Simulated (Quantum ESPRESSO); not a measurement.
## MgO, rock salt: band edges under a change of volume

How fast do the gaps move when the cell is scaled evenly?

Calculated with Quantum ESPRESSO 7.5, PBEsol, GBRV 1.5 ultrasoft potentials, cutoff 680 eV, Fermi–Dirac smearing 0.02 eV, k-mesh 11×11×11, no spin polarisation, no spin-orbit coupling.

Reference cell, relaxed at zero pressure with PBEsol (Fm-3m): a = 2.9796 Å, b = 2.9796 Å, c = 2.9796 Å, α = 60.00°, β = 60.00°, γ = 60.00°.

```csv
atom,x,y,z
Mg,0.0000,0.0000,0.0000
O,0.5000,0.5000,0.5000
```

Levels are read on the k-mesh and along lines from Γ to X = (0.5, 0, 0.5), L = (0.5, 0.5, 0.5), K = (0.375, 0.375, 0.75) and W = (0.5, 0.25, 0.75) in the reciprocal basis of this cell (the letters only name these points), and count from the highest filled level.

| ln(V/V0) | gap (eV) | direct gap at Γ (eV) |
| --- | --- | --- |
| −0.0619 | 5.273 | 5.273 |
| −0.0408 | 5.056 | 5.056 |
| 0.0000 | 4.653 | 4.653 |
| 0.0198 | 4.464 | 4.464 |
| 0.0392 | 4.284 | 4.284 |
| 0.0583 | 4.112 | 4.112 |

**Question.** Fit the direct gap at Γ and give it at ln(V/V0) = −0.0202, a row left out above.

A straight line through the 6 rows: the means are 0.002433 for ln(V/V0) and 4.6403 for the level, Σ(Δx)² = 0.01079 and ΣΔxΔy = −0.1044, so the slope is −0.1044/0.01079 = −9.6756 and the intercept 4.6403 − (−9.6756)(0.002433) = 4.6639.

The slope is the volume deformation potential of this gap, −9.68 eV, as a mean over the range. The line gives 4.859 eV. The run itself gives 4.850 eV, so the estimate misses by 0.009 eV; the fitted rows themselves lie up to 0.012 eV off the law.

The gap is direct at Γ in every row. Semilocal functionals give gaps that are too small, and the error differs from valley to valley, so the order of close valleys can be wrong too.

[Logs are printed without paths, hosts, clocks, repeated set-up lines and the standing remarks that a program may print on its own settings, such as how far it seeks lower states.]
